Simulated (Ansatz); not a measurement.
# Li on Cu(110): change of the work function, part 4 of 4

Aim: the work function of Cu(110) at several coverages of Li (hollow site), and the dipole that each adsorbate carries.

Ansatz 0.2.0; plane-wave DFT, PBE, Ansatz PAW.

So far, work function, upper face (eV): step 2 (the clean slab) 4.43; step 3 (37 atoms, coverage 0.111 ML, cell 3x3) 3.79; step 4 (17 atoms, coverage 0.25 ML, cell 2x2) 3.20.

## (5) The covered slab, k-mesh 6×6×1, coverage 0.5 ML (continued)

Relaxation path:

```csv
step,energy less that of the first step (eV),largest force component (eV/Å)
1,0.0000,0.1863
2,-0.0178,0.1013
3,-0.0214,0.0499
4,-0.0220,0.0028
```

Forces are held to the 8 operations that the program found; a distortion that breaks them can't arise in this run.

The atoms that moved most (Å):

```
atom     dx      dy      dz  length
Li18  0.000   0.000  -0.063   0.063
Li17  0.000   0.000  -0.063   0.063
 Cu4  0.000  -0.002   0.028   0.028
Cu12  0.000  -0.002   0.028   0.028
Cu16  0.000   0.002   0.028   0.028
 Cu8  0.000   0.002   0.028   0.028
 Cu3  0.000   0.000  -0.016   0.016
Cu11  0.000   0.000  -0.016   0.016
```

Final coordinates:

```xyz
18
Lattice="7.2200 0.0000 0.0000 0.0000 5.1053 0.0000 0.0000 0.0000 23.3065" Properties=species:S:1:pos:R:3
Cu    1.8050    1.2763    9.0000
Cu    0.0000    0.0000   10.2763
Cu    1.8050    1.2763   11.6131
Cu    0.0000   -0.0022   12.8227
Cu    1.8050    3.8290    9.0000
Cu    0.0000    2.5527   10.2763
Cu    1.8050    3.8290   11.6313
Cu    0.0000    2.5549   12.8227
Cu    5.4150    1.2763    9.0000
Cu    3.6100    0.0000   10.2763
Cu    5.4150    1.2763   11.6131
Cu    3.6100   -0.0022   12.8227
Cu    5.4150    3.8290    9.0000
Cu    3.6100    2.5527   10.2763
Cu    5.4150    3.8290   11.6313
Cu    3.6100    2.5549   12.8227
Li    1.8050    1.2763   14.2438
Li    5.4150    1.2763   14.2438
```

The relaxation took 4 steps and lowered the energy by 0.022 eV; the largest force on the free atoms ends at 0.0028 eV/Å.

The covered face has 2.75 eV, -1.68 eV against the clean one; the bare back face has moved by +0.05 eV, a measure of how thin the slab is.

## (6) Adsorbate added, k-mesh 12×12×1, coverage 1 ML

System of this step: Li/Cu(110). The cell holds 5 atoms: 4 Cu and 1 Li. Its edges and angles: a = 3.610 Å, b = 2.553 Å, c = 23.307 Å, α = 90.0°, β = 90.0°, γ = 90.0°. Vacuum lies along c.

Another coverage, to see how the dipoles act on each other as their distance changes.

Input file input.yaml:

```yaml
crystal:
  lattice:
    - [3.61, 0.0, 0.0]
    - [0.0, 2.5526554801, 0.0]
    - [0.0, 0.0, 23.3065455566]
  atoms:
    - { symbol: Cu, position: [0.5, 0.5, 0.386157613] }
    - { symbol: Cu, position: [0.0, 0.0, 0.4409202435] }
    - { symbol: Cu, position: [0.5, 0.5, 0.4989454849] }
    - { symbol: Cu, position: [0.0, 0.0, 0.5489891589] }
    - { symbol: Li, position: [0.5, 0.5, 0.613842387] }
kpoints:
  mp_grid: { grid: [12, 12, 1] }
hamiltonian:
  xc: pbe
scf:
  occupations: { method: fermi_dirac, width: 0.1 }
  convergence: { dr2_threshold: 1.0e-08 }
efield:
  axis: 3
  dipole_correction: true
  ramp_position: 0.97
  ramp_width: 0.06
relax:
  f_tol: 0.02
  max_steps: 60
  constraints: [{ sites: [0, 1] }]
output:
  write_potential: true
  write_density: true
  volumetric_format: npy
```

Command:

```console
ansatz run input.yaml --threads 4 --pin off --max-ram 16384MiB --backend cpu --events-out ev --progress --plain --runs-dir out
```

Output:

```text
[...]
Crystal: 5 atoms, lattice volume = 214.772 Å³
Basis set: ecut = 420 eV, 4193 PW (Γ), exchange–correlation on 50×36×320 points (8 copies of the dense FFT grid, shifted against one another)
Bands: 48, of which v1, the nominal top of the filled ones, is band 40 counted from 1 (39 counted from 0)
Symmetry: 4 space group operations
[...]
--- Relaxed structure (4 steps of the walk, 4 accepted, 0 SCFs on fresh bases) ---
  F+E_penalty+E_count = -26704.20338334 eV   max|allowed force component| = 2.269e-3 eV/Å
  atoms:
    - { symbol: Cu, position: [0.5, 0.5, 0.386158] }
    - { symbol: Cu, position: [0.0, 0.0, 0.440920] }
    - { symbol: Cu, position: [0.5, 0.5, 0.496895] }
    - { symbol: Cu, position: [1.951242e-18, 0.0, 0.550804] }
    - { symbol: Li, position: [0.5, 0.5, 0.609417] }
[key lines of the parts left out:]
SCF converged after 8 iterations
Free energy (F): -26704.203383 eV
Fermi energy:    1.319816 eV
Dipole field:    D = 0.064987 V/Å  (p = 0.077133 e·Å, saw-weighted, corrected)
Work function:   Φ+ = 2.8346 eV   Φ− = 4.3492 eV
```

Run time: 51 s. Hardware: 4 threads of Arm Neoverse V1, shared host; peak memory 0.73 GiB.

Step by step:

```
step  energy less that of the first step (eV)  largest force component (eV/Å)
   1                                   0.0000                          0.4236
   2                                  -0.0199                          0.2230
   3                                  -0.0262                          0.0684
   4                                  -0.0267                          0.0023
```

The run keeps the 4 symmetry operations that the program found, so distortions that break them were not tested.

The atoms that moved most (Å):

```
atom     dx     dy      dz  length
 Li5  0.000  0.000  -0.103   0.103
 Cu3  0.000  0.000  -0.048   0.048
 Cu4  0.000  0.000   0.042   0.042
```

The relaxed structure:

```cif
data_structure
_symmetry_space_group_name_H-M 'P 1'
_symmetry_Int_Tables_number 1
_cell_length_a 3.6100
_cell_length_b 2.5527
_cell_length_c 23.3065
_cell_angle_alpha 90.000
_cell_angle_beta 90.000
_cell_angle_gamma 90.000
_cell_volume 214.77
loop_
_atom_site_label
_atom_site_type_symbol
_atom_site_fract_x
_atom_site_fract_y
_atom_site_fract_z
_atom_site_occupancy
Cu1 Cu 0.50000 0.50000 0.38616 1
Cu2 Cu 0.00000 0.00000 0.44092 1
Cu3 Cu 0.50000 0.50000 0.49690 1
Cu4 Cu 0.00000 0.00000 0.55080 1
Li5 Li 0.50000 0.50000 0.60942 1
```

The relaxation took 4 steps and lowered the energy by 0.027 eV; the largest force on the free atoms ends at 0.0023 eV/Å.

The covered face has 2.83 eV, -1.60 eV against the clean one; the bare back face has moved by -0.08 eV, a measure of how thin the slab is.

## (7) Work function against coverage

This step: plane-wave DFT, PBE, Ansatz PAW; work function against coverage (Ansatz 0.2.0).

The runs are now put side by side.

Numbers from this step:

* work function of the clean face: 4.434 eV
* largest change of the work function: -1.684 eV

Table of work function of the covered face by coverage:

| coverage (adsorbates/nm²) | work function of the covered face (eV) |
| --- | --- |
| 0.00 | 4.43 |
| 1.21 | 3.79 |
| 2.71 | 3.20 |
| 5.43 | 2.75 |
| 10.85 | 2.83 |

The dipole per adsorbate comes from the change of the cell's dipole. Coverage, by row:

```
coverage (1/nm²)  coverage (ML)  work function (eV)  change (eV)  dipole per adsorbate, positive end outwards (debye)  mean height of the added atoms over the highest substrate atom (Å)
           1.206         0.1111               3.788      -0.6455                                                1.507                                                               1.482
           2.713           0.25               3.205       -1.229                                                1.255                                                               1.426
           5.426            0.5                2.75       -1.684                                                0.848                                                               1.421
           10.85              1               2.835       -1.599                                                0.372                                                               1.366
```

## (8) Outcome

```yaml
work_function_of_the_clean_face: 4.43 eV
work_function_at_0p11_ml: 3.79 eV
work_function_at_0p25_ml: 3.20 eV
work_function_at_0p5_ml: 2.75 eV
work_function_at_1_ml: 2.83 eV
dipole_per_adsorbate_at_0p11_ml_positive_end_outwards: 1.51 D
```

**Reading.** Li lowers the work function of Cu(110) at the lowest coverage, by 0.65 eV: the adsorbate layer has its positive end outwards. The dipole per adsorbate falls from 1.51 to 0.37 D as the layer fills. Neighbouring dipoles depolarise each other, and heights and bonding change with coverage too. The slab has 4 layers, at the tabulated experimental lattice constant, one starting site was run, and quantum-size effects of a slab this thin can reach one or two tenths of an eV.

[Long decimals in the printed logs are rounded to 6 places.]

[Logs are printed without paths, hosts, clocks, repeated set-up lines and the standing remarks that a program may print on its own settings, such as how far it seeks lower states.]

[Hosts, paths, dates, database ids (printed as entryN), source tags and the programs' standing remarks are cut or masked in the printed files.]

[Maps of the electrostatic potential energy from Ansatz leave out the sawtooth potential of an applied field or a dipole correction, so their vacuum need not be flat; planar profiles and work functions include it.]
